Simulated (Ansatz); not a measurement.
# KI (Fm-3m): phonons and vibrational spectra, part 3 of 3

How does KI (Fm-3m) vibrate, and is this structure a minimum?

Ansatz 0.2.0; DFT LDA, scalar-relativistic, plane waves, PAW.

So far, highest frequency on the path or at a solved wavevector (cm⁻¹): step 6 (the dispersion) 146. The relaxed cell has a = 6.817 Å (conventional setting).

### 7. Finite displacements in a supercell

Finite displacements in a 2×2×2 supercell give force constants from forces alone. They are exact at the wavevectors that the supercell holds, where they check the linear-response result.

Input file input.yaml:

```yaml
crystal:
  lattice:
    - [0.0, 3.4087163076, 3.4087163076]
    - [3.4087163076, 0.0, 3.4087163076]
    - [3.4087163076, 3.4087163076, 0.0]
  atoms:
    - { symbol: K, position: [0.0, 0.0, 0.0] }
    - { symbol: I, position: [0.5, 0.5, 0.5] }
kpoints:
  mp_grid: { grid: [8, 8, 8] }
hamiltonian:
  xc: lda
scf:
  occupations: { method: fixed }
output:
  eigenvalues: true
phonons:
  method: fd
  supercell: [2, 2, 2]
  temperatures: { t_max: 1000, t_step: 50 }
  qpath:
    path:
      - [[0.0, 0.0, 0.0], [0.5, 0.0, 0.5], [0.625, 0.25, 0.625]]
      - [[0.375, 0.375, 0.75], [0.0, 0.0, 0.0], [0.5, 0.5, 0.5], [0.5, 0.25, 0.75], [0.5, 0.0, 0.5]]
    npoints: 10
  non_analytic_term:
    high_frequency_dielectric_tensor: [[3.1214, 0.0, 0.0], [0.0, 3.1214, 0.0], [0.0, 0.0, 3.1214]]
    born_effective_charges:
      - { species: K, tensor: [[1.1053, 0.0, 0.0], [0.0, 1.1053, 0.0], [0.0, 0.0, 1.1053]] }
      - { species: I, tensor: [[-1.1053, 0.0, 0.0], [0.0, -1.1053, 0.0], [0.0, 0.0, -1.1053]] }
    source: "zone-centre run at this cell"
```

Started as:

```console
> ansatz run input.yaml --threads 4 --pin off --max-ram 7168MiB --backend cpu --events-out ev --progress --plain --runs-dir out
```

Numbers of over 12 decimals in the logs are rounded to 6 here.

Log:

```text
[...]
Crystal: 16 atoms, lattice volume = 633.713 Å³
Basis set: ecut = 420 eV, 12339 PW (Γ)
Bands: 125, of which v1, the nominal top of the filled ones, is band 104 counted from 1 (103 counted from 0)
Symmetry: 384 space group operations
k-points: 8 of 64
[...]
SCF iter   1: F=—  HF=-70840.777366 eV  |F-HF|=—  |Δ(HF+E_count)|=         —  Δρ=3.66e-8  dr2=5.26e-12  ethr=1.00e-12  ⟨swp⟩=3.0  Hψ=2522  notcnv=0  defer=8
[...]
SCF iter   2: F=-70840.777366 eV  HF=-70840.777366 eV  |F-HF|=1.46e-11  |Δ(HF+E_count)|=  1.46e-11  Δρ=1.18e-8  dr2=3.97e-13  ethr=1.00e-12  ⟨swp⟩=8.6  Hψ=3294  notcnv=0
SCF 1 converged in 2 iterations: F = -70840.777366 eV  dr2 = 3.97e-13
[...]
Symmetry: 8 space group operations
k-points: 13 of 64 (time reversal used)
[...]
SCF iter   7: F=-70840.777360 eV  HF=-70840.777360 eV  |F-HF|=0.00e0  |Δ(HF+E_count)|=  2.91e-11  Δρ=1.19e-8  dr2=1.51e-12  ethr=1.00e-12  ⟨swp⟩=5.1  Hψ=6489  notcnv=0
SCF 2 converged in 7 iterations: F = -70840.777360 eV  dr2 = 1.51e-12
[...]
SCF iter   7: F=-70840.777360 eV  HF=-70840.777360 eV  |F-HF|=2.91e-11  |Δ(HF+E_count)|=    0.00e0  Δρ=1.07e-8  dr2=1.30e-12  ethr=1.00e-12  ⟨swp⟩=6.0  Hψ=6293  notcnv=0
SCF 3 converged in 7 iterations: F = -70840.777360 eV  dr2 = 1.30e-12
SCF converged after 2 iterations
Free energy (F): -70840.777366 eV
[...]
Internal energy: -70840.777366 eV  (E = F + TS)
E sigma→0 (E₀):  -70840.777366 eV
Fermi energy:    2.900637 eV
[...]
--- Band table (eV; the first three rows and the last of 8) ---
  k-point 0: bands = [... 100 lower, 2.4586, 2.9006, 2.9006, 2.9006, 6.7700, 7.4024, 7.4024, 7.4024, ... 17 higher]
  k-point 1: bands = [... 100 lower, 2.5043, 2.5659, 2.8261, 2.8261, 7.2130, 7.6829, 7.6829, 7.6829, ... 17 higher]
  k-point 2: bands = [... 100 lower, 2.6581, 2.6581, 2.6581, 2.6581, 7.9129, 7.9129, 8.2901, 8.2901, ... 17 higher]
  k-point 7: bands = [... 100 lower, 2.5544, 2.5544, 2.5544, 2.5544, 8.4705, 8.4705, 8.4705, 8.4705, ... 17 higher]
--- Phonons: 2 displaced members + reference (amplitude 0.0025 Å, Σ member SCF iterations 14) ---
  symmetry images taken by strict's conditions (phonons.symmetry_images: auto; settled by no image being taken that strict refuses); asymmetry of the core-correction force 4.9e-15 eV/Å at the most on a site, 5.1e-14 eV/Å summed over every site of the supercell
  ASR residual: 7.885e-4 → 0.000e0 eV/Å²; symmetrization residual: 2.190e-4 eV/Å²
  largest component of a force at the reference: 2.7e-28 eV/Å
  ASR residual per site (eV/Å²): 3.41e-5 7.88e-4
  Γ frequencies (cm⁻¹): 0.00 0.00 0.00 114.88 114.88 114.88
[...]
```

Wall time 40 s (4 threads of Arm Neoverse V2, shared host); peak memory 2.1 GiB.

Numbers from this step:

```yaml
atoms_in_the_supercell: 16
sum_rule_residual_before_enforcement: 7.88e-4 eV/Å²
highest_frequency_on_the_path_or_at_a_solved_wavevector: 146.1 cm⁻¹
```

Interpolated from a 2×2×2 supercell, with the LO-TO term (at Γ the limit along the path; where Γ stands inside the path, tables give the limit on arrival). The phonon branches at the labelled points (cm⁻¹):

| point | branch 1 | branch 2 | branch 3 | branch 4 | branch 5 | branch 6 |
| --- | --- | --- | --- | --- | --- | --- |
| Γ | 0 | 0 | 0 | 115 | 115 | 146 |
| halfway | 23 | 23 | 66 | 118 | 118 | 125 |
| X | 28 | 28 | 47 | 119 | 119 | 124 |
| halfway | 32 | 37 | 46 | 117 | 119 | 124 |
| U | 43 | 43 | 52 | 112 | 121 | 124 |
| jump to K | 43 | 43 | 52 | 112 | 121 | 124 |
| halfway | 27 | 53 | 59 | 102 | 120 | 136 |
| Γ | 0 | 0 | 0 | 115 | 115 | 146 |
| halfway | 40 | 40 | 49 | 110 | 110 | 143 |
| L | 59 | 59 | 70 | 103 | 103 | 139 |
| halfway | 50 | 50 | 64 | 106 | 114 | 131 |
| W | 39 | 39 | 61 | 110 | 123 | 123 |
| halfway | 32 | 45 | 46 | 115 | 120 | 124 |
| X | 28 | 28 | 47 | 119 | 119 | 124 |

The phonon branches as a text plot (rows in cm⁻¹):

```
    143 |***                      *************
    137 |   *                   **             ******
    131 |    **              ***                     ***
    125 |      *  *************                         *********
    119 |  ****************    ******                  **   *****
    113 |**             ***         *********        **  *****
    107 |                  **    ***         ***  *******
    100 |                    ****               ***
     94 |
     88 |
     82 |
     76 |
     70 |       *            **                 ****
     64 |      * *          *  *              **    *******
     58 |    **   **       ******            * ******      **
     52 |           *    ***    **            *      **      *
     46 |   *        ******      *          **         **   *****
     40 |              * * **     **       **            ***  *
     33 |  *           **    ***  **      **                ** *
     27 |       *******         *   *     *                   ***
     21 |    ***                 *  *    *
     15 | * *                     ** *   *
      9 |  *                        **  *
      3 |**                          ***
         Γ           X  U|K            Γ         L        W     X
```

Tetrahedra on a 16×16×16 mesh, mean over bins of 2 cm-1. Interpolated from a 2×2×2 supercell. The phonon density of states by wavenumber; read off at these points:

| wavenumber (cm⁻¹) | phonon density of states (1/cm⁻¹/cell) |
| --- | --- |
| 1.0 | 1.0e-5 |
| 5.0 | 2.1e-4 |
| 9.0 | 0.00135 |
| 13.0 | 0.00293 |
| 17.0 | 0.00606 |
| 21.0 | 0.0110 |
| 25.0 | 0.0205 |
| 29.0 | 0.0475 |
| 33.0 | 0.0548 |
| 37.0 | 0.0625 |
| 41.0 | 0.0685 |
| 45.0 | 0.0711 |
| 49.0 | 0.0734 |
| 53.0 | 0.0784 |
| 57.0 | 0.100 |
| 61.0 | 0.0675 |
| 65.0 | 0.107 |
| 69.0 | 0.00625 |
| 73.0 | 0 |
| 75.0 | 0 |
| 79.0 | 0 |
| 83.0 | 0 |
| 87.0 | 0 |
| 91.0 | 0 |
| 95.0 | 0 |
| 99.0 | 0 |
| 103.0 | 0.0699 |
| 107.0 | 0.0892 |
| 111.0 | 0.0890 |
| 115.0 | 0.103 |
| 119.0 | 0.143 |
| 123.0 | 0.0483 |
| 125.0 | 0.102 |
| 127.0 | 0.0614 |
| 131.0 | 0.0485 |
| 135.0 | 0.0432 |
| 139.0 | 0.0338 |
| 143.0 | 0.0119 |
| 147.0 | 0 |

At Γ the two methods differ by at most 0.0 cm⁻¹.

### 8. What came out

* space group after relaxation (within 0.01 Å): Fm-3m
* volume per atom: 39.6 Å³
* gap on the k-mesh: 3.87 eV
* highest optical mode at the zone centre (no LO-TO term): 115 cm⁻¹
* top of the zone-centre spectrum with the field: 146 cm⁻¹
* lowest optical zone-centre mode: 115 cm⁻¹
* mean high-frequency dielectric constant: 3.12
* mean static dielectric constant: 5.05
* largest Born charge (third of the trace): 1.11 e
* lowest mode on the q mesh (acoustic modes at Γ apart): 20.9 cm⁻¹
* highest frequency on the path or at a solved wavevector: 146 cm⁻¹
* zero-point energy per atom: 15.4 meV
* heat capacity at 300 K: 24.6 J/(mol atoms K)
* vibrational entropy at 300 K: 51.2 J/(mol atoms K)
* Debye temperature (second moment): 169 K
* imaginary modes on the 4×4×4 q mesh: none

What this shows: The structure is a minimum as far as tested: no mode is imaginary at the 8 irreducible wavevectors of the 4×4×4 mesh, and the softest away from the acoustic zeros lies at 21 cm⁻¹. Without the field, the optical modes at Γ form one degenerate level at 115 cm⁻¹. The highest mode in this list at Γ, 114.9 cm⁻¹, is mostly motion of K (76 % of the kinetic energy). With the macroscopic field of the longitudinal modes the top of the zone-centre spectrum lies at 146 cm⁻¹, against 115 cm⁻¹ without it. Lattice motion raises the mean dielectric constant from 3.121 to 5.046. The strongest infrared line is at 115 cm⁻¹. On the path and the mesh, the widest gap between branches runs from 70 to 102 cm⁻¹. Finite displacements and linear response differ by 0.0 cm⁻¹ in the highest zone-centre mode. Spin-orbit coupling is left out, which can matter for the heavy elements here. These are harmonic frequencies at zero temperature: anharmonic shifts, linewidths and thermal expansion are left out.

[Logs are printed without paths, hosts, clocks, repeated set-up lines and the standing remarks that a program may print on its own settings, such as how far it seeks lower states.]

[Hosts, paths, dates, database ids (printed as entryN), source tags and the programs' standing remarks are cut or masked in the printed files.]
